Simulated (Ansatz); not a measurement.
# A thicker film of Al2O3 (0001) from four thinner ones

In a field along its normal an insulating film takes a dipole p. Written as a length, p/(ε₀AE), it should grow by 1 − 1/ε for each ångström added.

**Method.** Ansatz 0.2.0, plane waves with PAW datasets (its set soft_2), PBEsol; corundum films relaxed at a bulk in-plane lattice constant near the measured one, then held in weak fields of both signs with a dipole correction (A is the cell's area, E the outer field).

```
    run  distance between the outer atoms (Å)  p/(ε₀AE) (Å)
3 units                                 4.323         4.972
4 units                                 6.701         6.600
5 units                                 8.906         8.127
6 units                                11.069         9.626
8 units                                15.415             ?
```

**Question.** What value belongs in the row marked “?”, and how far can the other rows tell?

A least-squares line through the 4 rows shown has slope 0.6901 and intercept 1.9831; no row lies more than 0.007 Å off it. That slope means ε = 1/(1 − 0.6901) = 3.23. At 15.415 it gives 0.6901 × 15.415 + 1.9831 = 12.621 Å, beyond the rows fitted. Rounding and scatter of the rows alone allow about ±0.017 Å there.

The run itself gives 12.638 Å: a miss of +0.017 Å, or 0.1 % of the value. The length is met to within 1 %, though ε is more sensitive than the length: the two thickest films give ε = 3.26.

**Limits.** This is the electronic response alone. A unit is one step of the cut along the normal (a plane, a pair of planes or a cell), and the layers relax along it, away from their bulk spacing where the functional's lattice constant differs from the one held.

[Logs are printed without paths, hosts, clocks, repeated set-up lines and the standing remarks that a program may print on its own settings, such as how far it seeks lower states.]
